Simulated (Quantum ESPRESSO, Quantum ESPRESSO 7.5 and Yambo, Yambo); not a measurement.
## Excitons of BaTiO3 (P4mm): kernels and approximations

Aim: the absorption spectrum of BaTiO3 (P4mm) with electron-hole interaction, and what each part of the kernel does.

Calculated with Quantum ESPRESSO 7.5 and Yambo 5.3.0; PBE and many-body steps on it, plane waves.

The database entry behind the starting cell differs from later determinations by our own check (c/a about 0.6 % short), so it need not match the best structure at ambient conditions.

**1. The structure**

Symmetry: P4mm, No. 99, tetragonal system. Conventional cell: a = 4.000 Å, b = 4.000 Å, c = 4.018 Å, α = 90.00°, β = 90.00°, γ = 90.00°. Nearest to Ba lie 12 O at 2.79 to 2.88 Å. Nearest to Ti lie 6 O at 1.89 to 2.13 Å. Nearest to O lie 2 Ti at 1.89 to 2.13 Å and 4 Ba at 2.83 Å. Nearest to O lie 2 Ti at 2.00 Å and 4 Ba at 2.79 to 2.88 Å. Farther neighbours and most contacts between anions are not listed.

The cell and positions come from the Crystallography Open Database and are kept as given unless a step says otherwise.

**2. Empty states on the mesh, 4×4×4 mesh, 100 bands**

This step: Quantum ESPRESSO 7.5; DFT, PBE with spin-orbit coupling, plane waves, norm-conserving pseudopotentials.

The sums over transitions need many empty states on a uniform mesh; this step solves for them.

pw.in

```
&control
  calculation = 'nscf'
  prefix = 'x'
  outdir = 'o'
  pseudo_dir = 'pseudo'
/
&system
  ibrav = 0
  nat = 5
  ntyp = 3
  ecutwfc = 76.0
  nbnd = 100
  force_symmorphic = .true.
  noncolin = .true.
  lspinorb = .true.
/
&electrons
  conv_thr = 1e-9
  electron_maxstep = 80
  diago_full_acc = .true.
  diago_thr_init = 5e-6
/
ATOMIC_SPECIES
  Ba 137.33 Ba.upf
  Ti 47.867 Ti.upf
  O 15.999 O.upf
CELL_PARAMETERS angstrom
  3.9998000000 0.0000000000 0.0000000000
  0.0000000000 3.9998000000 0.0000000000
  0.0000000000 0.0000000000 4.0180000000
ATOMIC_POSITIONS crystal
  Ba 0.0000000000 0.0000000000 0.0000000000
  Ti 0.5000000000 0.5000000000 0.4900000000
  O 0.5000000000 0.5000000000 0.0190000000
  O 0.5000000000 0.0000000000 0.5170000000
  O 0.0000000000 0.5000000000 0.5170000000
K_POINTS automatic
  4 4 4 0 0 0
```

Started as:

```
$ OMP_NUM_THREADS=1 mpirun -n 4 pw.x -nk 4 -in pw.in > pw.out
```

The program printed:

```text
Program PWSCF v.7.5 starts

     This program is part of the open-source Quantum ESPRESSO suite
     for quantum simulation of materials; please cite
         "P. Giannozzi et al., J. Phys.:Condens. Matter 21 395502 (2009);
         "P. Giannozzi et al., J. Phys.:Condens. Matter 29 465901 (2017);
         "P. Giannozzi et al., J. Chem. Phys. 152 154105 (2020);
     in publications or presentations arising from this work. More details at

     Atomic positions and unit cell read from directory:
     o/x.save/

     Message from routine setup:
[...]
k = 0.0000 0.0000-0.4977 (  4878 PWs)   bands (ev):

[...]
30.8223  30.8223  30.8240  30.8240  32.4209  32.4209  33.9994  33.9994
    35.1362  35.1362  35.1547  35.1547  36.1741  36.1741  36.5354  36.5354
    37.8532  37.8532  39.2775  39.2775

          k = 0.0000 0.2500 0.0000 (  4831 PWs)   bands (ev):

     [... further k-points ...]

     highest occupied, lowest unoccupied level (ev):    10.4002   12.2248

     XML data file, pseudopotentials, collected wavefunctions

=------------------------------------------------------------------------------=
   JOB DONE.
=------------------------------------------------------------------------------=
```

Wall time 40 s (4 MPI ranks of Arm Neoverse V1, shared host); peak memory 0.6 GiB.

This step gave:

* gap: 1.825 eV
* k of the valence top: -0.5, -0.5, -0.5
* k of the conduction bottom: 0, 0, 0
* least direct gap: 2.058 eV
* k points computed: 18
* lowest point of the top converged band, above the valence top: 27.06 eV

On this mesh the gap is 1.825 eV.

The density comes from a self-consistent run that is not shown, made with spin-orbit coupling and fully relativistic files.

**3. Conversion and set-up**

This step: Yambo 5.3.0; conversion and set-up on PBE with spin-orbit coupling, plane waves, norm-conserving pseudopotentials.

The states are converted to the many-body program's format and the q mesh is built.

Started as:

```
$ (cd o/x.save; p2y > p2y.log; mv SAVE ../..); yambo > setup.log
```

The program printed:

```text
 Yambo, version 5.3.0

 [02] CORE Variables Setup
 =========================

  [02.01] Unit cells
  ==================

  Cell kind             :  Unknown
  Atoms in the cell     :  Ba  Ti  O
  number of Ba atoms    :  1
  number of Ti atoms    :  1
  number of O  atoms    :  3

  List of atomic masses
  Mass of Ba    :  137.3300
  Mass of Ti    :  47.86700
  Mass of O     :  15.99900

  List of atomic coordinates    : [cc]
  Ba1       :  0.000000  0.000000  0.000000  order 1
  Ti1       :  3.779263  3.779263  3.720531  order 2
[...]
K/Q-points units:
 rlu = crystal or reduced units; cc = cartesian coordinates; iku = interal k-units

 Q [ 1]         [rlu]:  0.000000  0.000000  0.000000
 Q [ 2]         [rlu]:  0.000000  0.000000  0.250000
 Q [ 3]         [rlu]:  0.000000  0.000000 -0.500000
[...]
Q [ 8]         [rlu]:  0.000000 -0.500000  0.250000
 Q [ 9]         [rlu]:  0.000000 -0.500000 -0.500000
 Q [10]         [rlu]:  0.250000  0.250000  0.000000
     [... 6 further rows ...]
 Q [17]         [rlu]: -0.500000 -0.500000  0.250000
 Q [18]         [rlu]: -0.500000 -0.500000 -0.500000

  [03.01] X indexes
  =================

   [03.01.01] Sigma indexes
   ========================

 [06] Game Over & Game summary
```

Wall time 4.5 s (1 MPI rank); peak memory 0.25 GiB.

**4. Screening and self-energy, 4×4×4 mesh, 100 bands, screening to 68 eV**

G0W0 replaces the xc potential by the self-energy, built once from these orbitals. Only a window of levels is corrected, while the sums run over the empty bands that the input names.

This step: G0W0 on PBE with spin-orbit coupling, plane waves, norm-conserving pseudopotentials.

gw1.in

```
HF_and_locXC
gw0
dyson
ppa
em1d
rim_cut
RandQpts= 1000000
RandGvec= 1 RL
EXXRLvcs= 76 Ry
VXCRLvcs= 304 Ry
Chimod= "HARTREE"
% BndsRnXp
 1 | 100 |
%
NGsBlkXp= 5 Ry
% LongDrXp
 1 | 1 | 1 |
%
% GbndRnge
 1 | 100 |
%
DysSolver= "n"
ExtendOut
PPAPntXp= 27.21138 eV
% QPkrange
 1 | 18 | 35 | 46 |
%
```

Started as:

```
$ OMP_NUM_THREADS=1 mpirun -n 4 yambo -F gw1.in -J gw1 -C gw1 > gw1.log
```

The program printed:

```text
 Yambo, version 5.3.0

 [02] CORE Variables Setup
 =========================

  [... cell, symmetries and grids as in the set-up ...]

  [02.05] Energies & Occupations
  ==============================

  [X] === General ===
  [X] Electronic Temperature                        :  0.000000  0.000000 [eV K]
  [X] Bosonic    Temperature                        :  0.000000  0.000000 [eV K]
  [X] Finite Temperature mode                       : no
  [X] El. density                                   :  0.62226E+24 [cm-3]
[...]
Sx RL components                                 :   4945

   QP @ state[ 1 ] K range                          :   1  18
   QP @ state[ 1 ] b range                          :   35   46
   GF energies kind                                 : Perdew, Burke & Ernzerhof(X)+Perdew, Burke & Ernzerhof(C)
   GF WF`s kind                                     : Perdew, Burke & Ernzerhof(X)+Perdew, Burke & Ernzerhof(C)
   Xs energies kind                                 : Perdew, Burke & Ernzerhof(X)+Perdew, Burke & Ernzerhof(C)
   Xs WF`s kind                                     : Perdew, Burke & Ernzerhof(X)+Perdew, Burke & Ernzerhof(C)

 [11] Game Over & Game summary
```

Run time: 12 min. Hardware: 4 MPI ranks; peak memory 6 GiB; 48 min of CPU time.

Numbers from this step:

* G0W0 gap on the mesh: 3.396 eV
* starting gap on the mesh: 1.825 eV
* k of the valence top: -0.5, -0.5, -0.5
* k of the conduction bottom: 0, 0, 0
* least direct G0W0 gap on the computed points: 3.598 eV

The gap on the mesh goes from 1.82 eV to 3.40 eV, a correction of +1.57 eV.

The gap opens by 1.572 eV; the next steps shift the empty bands rigidly by 1.540 eV, the correction at the start's least direct gap.

**5. Excitons**

Light makes an electron and a hole together. The Bethe-Salpeter equation adds their screened attraction and their exchange, in a window of bands around the gap.

This step: Bethe-Salpeter equation on PBE with a scissors shift with spin-orbit coupling, plane waves, norm-conserving pseudopotentials.

bse3.in

```
optics
bss
bse
em1s
dipoles
rim_cut
RandQpts= 1000000
RandGvec= 1 RL
Chimod= "HARTREE"
BSKmod= "SEX"
BSEmod= "resonant"
BSSmod= "d"
BSENGexx= 30 Ry
BSENGBlk= 5 Ry
% BSEQptR
 1 | 1 |
%
% BSEBands
 35 | 48 |
%
% BEnRange
 0 | 9 | eV
%
% BDmRange
 0.1 | 0.1 | eV
%
BEnSteps= 181
% BLongDir
 1 | 0 | 0 |
%
% BndsRnXs
 1 | 68 |
%
NGsBlkXs= 5 Ry
% LongDrXs
 1 | 1 | 1 |
%
% KfnQP_E
 1.54 | 1.0 | 1.0 |
%
WRbsWF
```

Started as:

```
$ OMP_NUM_THREADS=1 mpirun -n 4 yambo -F bse3.in -J bse3 -C bse3 > bse3.log
```

The program printed:

```text
 Yambo, version 5.3.0

 [02] CORE Variables Setup
 =========================

  [... cell, symmetries and grids as in the set-up ...]

  [02.05] Energies & Occupations
  ==============================

  [X] === General ===
  [X] Electronic Temperature                        :  0.000000  0.000000 [eV K]
  [X] Bosonic    Temperature                        :  0.000000  0.000000 [eV K]
  [X] Finite Temperature mode                       : no
  [X] El. density                                   :  0.62226E+24 [cm-3]
  [X] Fermi Level                                   :  10.40023 [eV]

  [X] === Gaps and Widths ===
  [X] Conduction Band Min                           :  1.824610 [eV]
  [X] Valence Band Max                              :  0.000000 [eV]
  [X] Filled Bands                                  :   40
  [X] Empty Bands                                   :   41  100
  [X] Direct Gap                                    :  2.058211 [eV]
  [X] Direct Gap localized at k                     :  1
  [X] Indirect Gap                                  :  1.824610 [eV]
  [X] Indirect Gap between kpts                     :  18   1
  [X] Last valence band width                       :  0.829016 [eV]
  [X] 1st conduction band width                     :  2.382887 [eV]

 [03] Transferred momenta grid and indexing
 ==========================================

 [BZ sampling] Q-grid is User defined and/or read from the database

 IBZ Q-points                                      :  18
 BZ  Q-points                                      :   64

 K/Q-points units:
 rlu = crystal or reduced units; cc = cartesian coordinates; iku = interal k-units

 Q [ 1]         [rlu]:  0.000000  0.000000  0.000000
 Q [ 2]         [rlu]:  0.000000  0.000000  0.250000
 Q [ 3]         [rlu]:  0.000000  0.000000 -0.500000
 Q [ 4]         [rlu]:  0.000000  0.250000  0.000000
 Q [ 5]         [rlu]:  0.000000  0.250000  0.250000
 Q [ 6]         [rlu]:  0.000000  0.250000 -0.500000
 Q [ 7]         [rlu]:  0.000000 -0.500000  0.000000
 Q [ 8]         [rlu]:  0.000000 -0.500000  0.250000
 Q [ 9]         [rlu]:  0.000000 -0.500000 -0.500000
 Q [10]         [rlu]:  0.250000  0.250000  0.000000
     [... 6 further rows ...]
 Q [17]         [rlu]: -0.500000 -0.500000  0.250000
 Q [18]         [rlu]: -0.500000 -0.500000 -0.500000

  [03.01] X + BSE indexes
  =======================

   [03.01.01] Sigma indexes
   ========================

 [04] Coloumb potential Random Integration (RIM)
 ===============================================

  [04.01] RIM initialization
  ==========================

  * Diagonal components only detected *

  8 x (sBL volume)        :  0.071477 [a.u.]
  sBZ random points       :  1000000
  Points outside the sBZ  :   7992674
  RL volume               :  0.571816 [a.u.]
  Integrated volume       :  0.572340 [a.u.]

  [04.02] RIM integrals
  =====================

  Gamma point sphere radius             :  0.075279 [a.u.]
  Points outside the sphere             :   799805
  [Int_sBZ(q=0) 1/q^2]*(Vol_sBZ)^(-1/3) =:  7.678263
                                 should be <:  7.795600

  Summary of Coulomb integrals for non-metallic bands |Q|[au] RIM/Bare

  Q [1] 0.100000E-4 0.984948 * Q [2] 0.206876 1.047531
  Q [4] 0.207818 1.051805 * Q [5] 0.293234 1.049190
  Q [10] 0.293899 1.050618 * Q [11] 0.359408 1.035725
  Q [3] 0.413753 1.019729 * Q [7] 0.415636 1.019337
  Q [6] 0.463012 1.018201 * Q [8] 0.464275 1.017296
  Q [13] 0.464695 1.017702 * Q [12] 0.507512 1.016101
  Q [14] 0.508664 1.015336 * Q [9] 0.586468 1.011933
  Q [16] 0.587797 1.011712 * Q [15] 0.622200 1.010847
  Q [17] 0.623140 1.010401 * Q [18] 0.718817 1.008389

 [05] External/Internal QP corrections
 =====================================

 [QP_apply] Action to be applied: USER defined scissor

  [05.01]  QP corrections report
  ==============================

  [K+QP] === General ===
  [K+QP] Electronic Temperature                     :  0.000000  0.000000 [eV K]
  [K+QP] Bosonic    Temperature                     :  0.000000  0.000000 [eV K]
[...]
[K+QP] Direct Gap localized at k                  :  1
  [K+QP] Indirect Gap                               :  3.364610 [eV]
  [K+QP] Indirect Gap between kpts                  :  18   1
  [K+QP] Last valence band width                    :  0.829016 [eV]
  [K+QP] 1st conduction band width                  :  2.382887 [eV]

  [coarse-grid] Minimum Bare Gap        [ev]:  1.824610
  [coarse-grid] Minimum Gap Correction  [ev]:  1.540000

  Eqp @ K [ 1]
  -56.53299 -56.53299 -33.21822 -33.21822 -32.57098 -32.57098 -32.55089 -32.55089
  -24.76469 -24.76469 -16.84664 -16.84664 -16.20051 -16.20051 -16.14291 -16.14291
  -11.29982 -11.29982  -9.38466  -9.38466  -9.38370  -9.38370  -2.46406  -2.46406
  -2.249943 -2.249943 -2.240702 -2.240702 -1.238170 -1.238170 -1.225934 -1.225934
  -1.139838 -1.139838 -0.371687 -0.371687 -0.242586 -0.242586 -0.233601 -0.233601
   3.364610  3.364610  3.566271  3.566271  3.589739  3.589739  5.583694  5.583694
[...]
Eqp @ K [ 2]
[...]
Eqp @ K [ 3]
[...]
Eqp @ K [ 4]
[...]
Eqp @ K [ 5]
[...]
Eqp @ K [ 6]
[...]
Eqp @ K [ 7]
[...]
Eqp @ K [ 8]
[...]
Eqp @ K [ 9]
[...]
18.72943  18.72944  19.20811  19.20811  22.16114  22.16114  22.45712  22.45712
     [... 79 further rows ...]
   16.45042  16.45042  16.50225  16.50225  16.55403  16.55403  19.38342  19.38342
   19.41115  19.41115  19.41957  19.41957  20.39518  20.39518  20.39542  20.39542

 [06] Dipoles
 ============

  [06.01] Setup: observables and procedures
  =========================================

  [WARNING] [x,Vnl] slows the Dipoles computation. To neglect it rename the ns.kb_pp file

  [WARNING] [r,Vnl^pseudo] included in position and velocity dipoles.

  [WARNING] In case H contains other non local terms, these are neglected

 [07] Static Dielectric Matrix
 =============================

 [WR./bse3//ndb.em1s]------------------------------------------------------------
  Brillouin Zone Q/K grids (IBZ/BZ)                :   18   64   18   64
  RL vectors                                       :   5983 [WF]
  Coulomb cutoff potential                         : none
  Electronic Temperature                           :  0.000000 [K]
  Bosonic    Temperature                           :  0.000000 [K]
  Static diel. fun.  energies                      : Perdew, Burke & Ernzerhof(X)+Perdew, Burke & Ernzerhof(C)
  wavefunctions                                    : Perdew, Burke & Ernzerhof(X)+Perdew, Burke & Ernzerhof(C)
  Global Gauge                                     : length
  X matrix size                                    :   89
  X band range                                     :    1   68
  X e/h energy range                               : -1.000000 -1.000000 [eV]
  X Time ordering                                  : T
  X Hxc Kernel                                     : HARTREE
  X Drude frequency                                :  0.000000  0.000000
  X poles                                          :  100.0000 [o/o]
  RL vectors in the sum                            :   5983
  [r,Vnl] included                                 : yes
  Field direction                                  :  0.577350E-5  0.577350E-5  0.577350E-5
  BZ energy Double Grid                            : no
  BZ energy DbGd points                            : 0
  BZ Q point size factor                           : -1.000000
  X Optical Averaged directions                    : none

 [08] Bethe Salpeter Equation driver
 ===================================

  [08.01] Bethe Salpeter Equation @q1
  ===================================

   [08.01.01] Transition pre-analysis @q1
   ======================================

   [08.01.02] Transition Groups build-up @q1
   =========================================

   [BSK] Transition groups (total):   36
   [BSK] Size (resonant):  3072
   [BSK]         (total):  3072
   [BSK] N. of matrices :  1

   [08.01.03] Loading Dipoles @q1
   ==============================

   [08.01.04] Independent Particles properties @q1
   ===============================================

   [08.01.05] BSE Kernel @q1 (Resonant CORRRELATION EXCHANGE)
   ==========================================================

   [BSE] Exchange components :  1221
   [BSE] Correlation components :    89   357

    [08.01.05.01] Screened interaction header I/O
    =============================================

    [08.01.05.02] Main kernel loop
    ==============================

    [08.01.05.03] Wave-Function Phases
    ==================================

    [BSE] WF phases found       :  40.52579 [o/o]

   [08.01.06] BSE solver(s) @q1
   ============================

   [08.01.07] Diago Solver @q1
   ===========================

 [11] Game Over & Game summary
```

Wall time 3.8 min (4 MPI ranks); peak memory 2.1 GiB; 15 min of CPU time.

Numbers from this step:

```
transitions in the window                                      : 3072
direct gap of the transition levels                            : 3.598 eV
lowest state                                                   : 3.173 eV
first strong exciton (over a fiftieth of the strongest listed) : 3.177 eV
binding of the lowest state below the direct gap               : 0.4252 eV
Coulomb term of one mesh cell                                  : 0.4146 eV
```

The binding is 1.0 times the screened Coulomb term of one mesh cell (0.41 eV), so it is not shown settled.

The lowest state lies at 3.173 eV, 0.425 eV under the direct gap.

Lines within 3 meV are set at the lowest of them, and the highest group, which the list may cut short, is left out. Lines of the exciton spectrum (strongest = 100):

| position (eV) | lines merged | strength, relative |
| --- | --- | --- |
| 3.173 | 2 | 0.0 |
| 3.177 | 2 | 100 |
| 3.204 | 4 | 69 |
| 3.320 | 4 | 76 |
| 3.396 | 6 | 23 |
| 3.402 | 2 | 0.0 |

The ε₂ has structure finer than the step of the table below, so its rows give means over 0.25 eV, whole bins alone (the curve runs from 0 to 9 eV). Peaks (eV: height): BSE 3.500: 4.94, 4.750: 9.99, 5.400: 5.33, 6.750: 4.39; no electron-hole interaction 3.950: 3.75, 5.550: 8.88, 7.150: 5.03, 7.550: 3.35.

Field along x; broadening 0.1 eV; transition window only. Limits: finite bands, cutoff and mesh; coarse k mesh; exciton not shown settled in the k mesh. The ε₂ by photon energy; means over each step:

| photon energy (eV) | BSE | no electron-hole interaction |
| --- | --- | --- |
| 0.25 | 0.0271 | 0.0189 |
| 0.50 | 0.0309 | 0.0210 |
| 0.75 | 0.0357 | 0.0236 |
| 1.00 | 0.0417 | 0.0267 |
| 1.25 | 0.0495 | 0.0305 |
| 1.50 | 0.0601 | 0.0352 |
| 1.75 | 0.0751 | 0.0413 |
| 2.00 | 0.0975 | 0.0493 |
| 2.25 | 0.134 | 0.0604 |
| 2.50 | 0.204 | 0.0767 |
| 2.75 | 0.381 | 0.103 |
| 3.00 | 1.30 | 0.151 |
| 3.25 | 3.78 | 0.275 |
| 3.50 | 4.49 | 0.912 |
| 3.75 | 3.33 | 2.04 |
| 4.00 | 2.06 | 3.22 |
| 4.25 | 2.40 | 2.80 |
| 4.50 | 4.11 | 1.62 |
| 4.75 | 8.69 | 1.47 |
| 5.00 | 6.77 | 2.39 |
| 5.25 | 4.45 | 5.26 |
| 5.50 | 4.30 | 8.37 |
| 5.75 | 3.03 | 8.31 |
| 6.00 | 1.86 | 5.56 |
| 6.25 | 1.01 | 3.67 |
| 6.50 | 1.29 | 2.18 |
| 6.75 | 3.35 | 1.16 |
| 7.00 | 1.31 | 2.18 |
| 7.25 | 1.08 | 3.45 |
| 7.50 | 0.548 | 2.80 |
| 7.75 | 0.732 | 1.29 |
| 8.00 | 0.521 | 0.616 |
| 8.25 | 0.151 | 1.02 |
| 8.50 | 0.0830 | 0.361 |
| 8.75 | 0.0593 | 0.140 |

[end of part 1 of 3]

[Paths, hosts, dates, memory and timing lines, banners, echoed tables and standing remarks are left out of the program output.]

[Logs are printed without paths, hosts, clocks, repeated set-up lines and the standing remarks that a program may print on its own settings, such as how far it seeks lower states.]

[Runs of the session that timed out or met a known fault of the program may be left out.]

[Hosts, paths, dates, database ids (printed as entryN), source tags and the programs' standing remarks are cut or masked in the printed files.]
